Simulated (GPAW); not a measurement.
## Nb: optical spectrum from first principles

Aim: the dielectric function of Nb, and the optical constants that follow from it. The cell comes from an older database entry, whose edges can differ from later determinations, mostly by under a per cent.

Program: GPAW 26.7.0. Level of theory: DFT, PBE, plane-wave PAW (GPAW data sets), scalar-relativistic, RPA, optical limit. Results are calculated unless marked as measured.

The database entry behind the starting cell differs from later determinations by our own check (about 0.8 % long, hydrogen-cycled sample), so it need not match the best structure at ambient conditions.

### 1. Starting point

It takes space group Im-3m (No. 229, cubic). The conventional cell has a = 3.328 Å, b = 3.328 Å, c = 3.328 Å, α = 90.00°, β = 90.00°, γ = 90.00°. Nearest to Nb lie 8 Nb at 2.88 Å.

As a file:

```
Nb
1.0
    -1.66395    1.66395    1.66395
     1.66395   -1.66395    1.66395
     1.66395    1.66395   -1.66395
Nb
1
Cartesian
  0.0000 0.0000 0.0000
```

### 2. Dielectric function, RPA

Transitions between filled and empty bands, summed over the zone, give the optical response, so mesh, band count and broadening shape it.

The induced potential is part of this response.

File df.py:

```python
from gpaw.response.df import DielectricFunction

df = DielectricFunction('full.gpw', frequencies={'type': 'nonlinear', 'domega0': 0.03, 'omega2': 8},
                        ecut=50,
                        eta=0.15,
                        nbands=24,
                        rate=0.05,
                        txt='df.txt')
for direction in ['x']:
    df.get_dielectric_function(xc='RPA', direction=direction, filename=f'df_{direction}.csv')
```

On the command line:

```
OMP_NUM_THREADS=1 python df.py
```

Numbers of over 12 decimals in the logs are rounded to 6 here.

Output:

```text
Using integrator: PointIntegrator
NonLinearFrequencyDescriptor(from 0.000 to 104.051 eV, 544 points)
Nonperiodic BCs:  [False False False]
Using integrator: PointIntegrator
NonLinearFrequencyDescriptor(from 0.000 to 104.051 eV, 544 points)
Nonperiodic BCs:  [False False False]
Using integrator: PointIntegrator

Calculating chi0 body with:
    Ground state adapter containing:
    Number of spins: 1
    Number of kpoints: 5832
    Number of irreducible kpoints: 195
    Number of completely occupied states: 5
    Number of partially occupied states: 8

    Linear response parametrization:
    q_c: [0.0, 0.0, 0.0]
    Number of frequency points: 544
    Planewave cutoff: 50.0
    Number of bands: 24
    Number of planewaves: 13
    Broadening (eta): 0.15

Integrating chi0 body.

Symmetries of q_c:
    Direct symmetries (Uq -> q): 48
    Indirect symmetries (TUq -> q): 0
In total 48 allowed symmetries.

195 groups of equivalent kpoints. 96.656379% reduction.

Integral kind: spectral function

Calculating chi0 optical extensions with:
    Ground state adapter containing:
    Number of spins: 1
    Number of kpoints: 5832
    Number of irreducible kpoints: 195
    Number of completely occupied states: 5
    Number of partially occupied states: 8

    Linear response parametrization:
    Number of frequency points: 544
    Planewave cutoff: 50.0
    Number of bands: 24
    Number of planewaves: 13
    Broadening (eta): 0.15
Integrating chi0 head and wings.

Symmetries of q_c:
    Direct symmetries (Uq -> q): 48
    Indirect symmetries (TUq -> q): 0
In total 48 allowed symmetries.

195 groups of equivalent kpoints. 96.656379% reduction.

Integral kind: spectral function wings

Calculating drude chi0 with:
    Number of frequency points:544
    Plasma frequency decay rate: 0.05 eV

    Ground state adapter containing:
    Number of spins: 1
    Number of kpoints: 5832
    Number of irreducible kpoints: 195
    Number of completely occupied states: 5
    Number of partially occupied states: 8

Symmetries of q_c:
    Direct symmetries (Uq -> q): 48
    Indirect symmetries (TUq -> q): 0
In total 48 allowed symmetries.

195 groups of equivalent kpoints. 96.656379% reduction.

Integral kind: intraband
Plasma frequency:
[[8.45-0.j 0.  +0.j 0.  +0.j]
 [0.  +0.j 8.45-0.j 0.  +0.j]
 [0.  +0.j 0.  -0.j 8.45-0.j]]
```

It took 8.8 s on 1 thread of Arm Neoverse V1, shared host; peak memory 0.19 GiB.

Some rows of df_x.csv (energy; Re and Im without local fields; Re and Im with them):

```text
0.000000, 28566.952813, -0.000000, 28566.853988, -0.000000
0.460735, -302.578078, 78.248348, -302.680844, 78.255518
0.943989, -56.475992, 16.980925, -56.585503, 16.986186
1.451455, -14.216062, 14.373225, -14.334118, 14.364779
1.984998, -1.455383, 20.052581, -1.574696, 20.023913
2.546682, -2.492890, 17.466995, -2.586858, 17.418972
3.138794, -2.324583, 16.064296, -2.398890, 16.004584
3.763875, 3.331662, 16.582627, 3.308115, 16.562852
4.424758, -6.951342, 21.053861, -7.012396, 21.120408
5.124608, -9.184789, 9.915414, -9.280100, 9.937240
5.866977, -7.131557, 5.217561, -7.242903, 5.221629
6.655862, -4.761938, 3.225075, -4.865532, 3.216651
7.495775, -4.104363, 3.326262, -4.219898, 3.325847
8.391833, -2.653212, 1.528284, -2.762445, 1.511925
9.349861, -0.835931, 1.066664, -0.930454, 1.060427
10.376517, -0.286194, 1.842949, -0.382852, 1.862358
11.479449, -0.417456, 2.275877, -0.556988, 2.331827
12.667487, -0.177960, 1.659916, -0.406684, 1.697270
13.950874, -0.094197, 2.277112, -0.330340, 2.081264
```

Sum at mesh points, not converged in k. Im ε, E ∥ x against photon energy; read off at these points:

photon energy (eV), Im ε, E ∥ x and a bar:
```
     0.50         63 ##############################
     0.75         23 ###########
     1.00         16 #######
     1.25         15 #######
     1.50         14 ######
     1.75         16 #######
     2.00         20 #########
     2.25         19 #########
     2.50         18 ########
     2.75         16 #######
     3.00         18 ########
     3.25         14 #######
     3.50         13 ######
     3.75         16 #######
     4.00         19 #########
     4.25         23 ###########
     4.50         20 #########
     4.75         14 ######
     5.00         10 #####
     5.25          9 ####
     5.50          7 ###
     5.75          6 ##
     6.00          5 ##
     6.25          4 ##
     6.50          4 #
     6.75          3 #
     7.00          3 #
     7.25          4 ##
     7.50          3 #
     7.75          3 #
     8.00          2 
     8.25          2 
     8.50          1 
     8.75          1 
     9.00          1 
     9.25          1 
     9.50          1 
     9.75          1 
    10.00          2 
    10.25          2 #
    10.50          2 
    10.75          2 #
    11.00          2 #
    11.25          2 #
    11.50          2 #
    11.75          2 
    12.00          2 #
    12.25          2 #
    12.50          2 
    12.75          2 
    13.00          2 
    13.25          2 
    13.50          2 #
    13.75          2
```

Values under 1 per cm are given as 1; sum at mesh points, not converged in k. Absorption coefficient, E ∥ x against photon energy:

```tsv
photon energy (eV)	absorption coefficient, E ∥ x (1/cm)
0.492	8.2e5
1.010	7.1e5
1.486	6.0e5
1.985	6.6e5
2.508	8.2e5
3.018	9.5e5
3.510	8.6e5
3.980	1.2e6
4.516	1.8e6
4.981	1.8e6
5.515	1.8e6
6.021	1.7e6
6.494	1.6e6
6.985	1.4e6
7.496	1.7e6
8.026	1.6e6
8.516	1.4e6
9.023	1.2e6
9.483	9.9e5
10.026	9.8e5
10.519	1.0e6
11.029	1.2e6
11.479	1.4e6
12.023	1.3e6
12.504	1.4e6
13.000	1.3e6
13.512	1.5e6
```

The loss function −Im 1/ε at q → 0, E ∥ x has structure finer than the step of the table below, so its rows give means over 0.5 eV, whole bins alone (the curve runs from 0.305 to 14.0 eV). Peaks (eV: height): 9.75: 0.722, 13.00: 0.560.

Sum at mesh points, not converged in k. Loss function −Im 1/ε at q → 0, E ∥ x against energy loss; means over each step:

```tsv
energy loss (eV)	loss function −Im 1/ε at q → 0, E ∥ x
1.0	0.00765
1.5	0.0418
2.0	0.0526
2.5	0.0566
3.0	0.0597
3.5	0.0705
4.0	0.0511
4.5	0.0413
5.0	0.0491
5.5	0.0563
6.0	0.0700
6.5	0.0883
7.0	0.144
7.5	0.121
8.0	0.128
8.5	0.166
9.0	0.284
9.5	0.608
10.0	0.584
10.5	0.494
11.0	0.465
11.5	0.433
12.0	0.465
12.5	0.487
13.0	0.547
13.5	0.482
```

The reflectivity at normal incidence, E ∥ x has structure finer than the step of the table below, so its rows give means over 0.5 eV, whole bins alone (the curve runs from 0.305 to 14.0 eV). Peaks (eV: height): 5.71: 69.6, 7.97: 65.7, 12.42: 30.9.

Sum at mesh points, not converged in k. The reflectivity at normal incidence, E ∥ x by photon energy; means over each step:

photon energy (eV), reflectivity at normal incidence, E ∥ x (%) and a bar from the least value:
```
      1.0       90.6 ##############################
      1.5       68.0 ####################
      2.0       54.5 ##############
      2.5       53.6 ##############
      3.0       52.1 #############
      3.5       46.7 ###########
      4.0       52.0 #############
      4.5       63.6 ##################
      5.0       67.8 ####################
      5.5       68.8 #####################
      6.0       68.3 ####################
      6.5       66.5 ####################
      7.0       56.0 ###############
      7.5       60.0 #################
      8.0       64.8 ###################
      8.5       64.3 ###################
      9.0       57.6 ################
      9.5       35.8 ######
     10.0       21.4 
     10.5       22.8 #
     11.0       24.0 #
     11.5       26.3 ##
     12.0       24.7 #
     12.5       28.2 ###
     13.0       22.3 
     13.5       24.0 #
```

Sum at mesh points, not converged in k. The Im ε, E ∥ x by photon energy; read off at these points:

```tsv
photon energy (eV)	without local fields	with local fields
0.50	62.5	62.5
1.00	16.2	16.2
1.50	14.1	14.1
2.00	20.1	20.0
2.50	18.1	18.1
3.00	17.8	17.8
3.50	13.3	13.2
4.00	19.0	19.0
4.24	22.8	22.8
4.50	20.4	20.5
5.00	10.3	10.3
5.50	7.20	7.22
6.00	4.83	4.83
6.50	3.58	3.58
7.00	3.15	3.14
7.50	3.31	3.31
8.00	2.01	2.01
8.50	1.46	1.45
9.00	1.06	1.05
9.50	1.18	1.17
10.00	1.75	1.77
10.50	1.82	1.84
11.00	2.03	2.07
11.50	2.24	2.29
12.00	2.02	2.07
12.50	1.74	1.79
13.00	1.74	1.76
13.50	2.16	2.07
```

From ε follow the optical constants at some laser and lamp lines:

```tsv
wavelength (nm)	n	k	R (%)	1/α
1064	1.35	5.701	85.8	15 nm
633	3.05	3.260	54.9	15 nm
532	2.91	3.214	54.6	13 nm
450	2.81	2.830	50.1	13 nm
308	3.23	2.980	51.7	8.2 nm
248	1.48	3.472	67.4	5.7 nm
193	0.77	2.477	66.7	6.2 nm
```

In reflection the computed colour is light grey: x = 0.318, y = 0.337, luminous reflectivity 55 %.

### 3. Outcome

**Reading.** At this level (PBE, RPA) Nb is a metal. The mesh is too coarse to trust the carriers' weight, the reflectivity or the colour to better than tens of per cent. In reflection the computed colour is light grey: x = 0.318, y = 0.337, luminous reflectivity 55 %. The carriers' damping of 0.05 eV is typed, not computed; it shapes the response at the lowest energies. In this version of GPAW the matrix elements of the optical limit are incomplete, which can lower ε − 1 by up to a tenth where first-row anions or d states rule, and shift it by more in d metals. GPAW's carrier term has the form −ωp²/(ω + i·rate)², which damps like twice the rate and fails at low energy, so the curves leave the lowest energies out. The sum runs over mesh points 0.15 Å⁻¹ apart with no interpolation, so peaks are partly noise of the mesh, and the Drude plasma energy, a sum over the Fermi surface, isn't converged.

[Machine, clock and banner lines and Python warnings are left out of the logs.]

[Logs are printed without paths, hosts, clocks, repeated set-up lines and the standing remarks that a program may print on its own settings, such as how far it seeks lower states.]

[Hosts, paths, dates, database ids (printed as entryN), source tags and the programs' standing remarks are cut or masked in the printed files.]
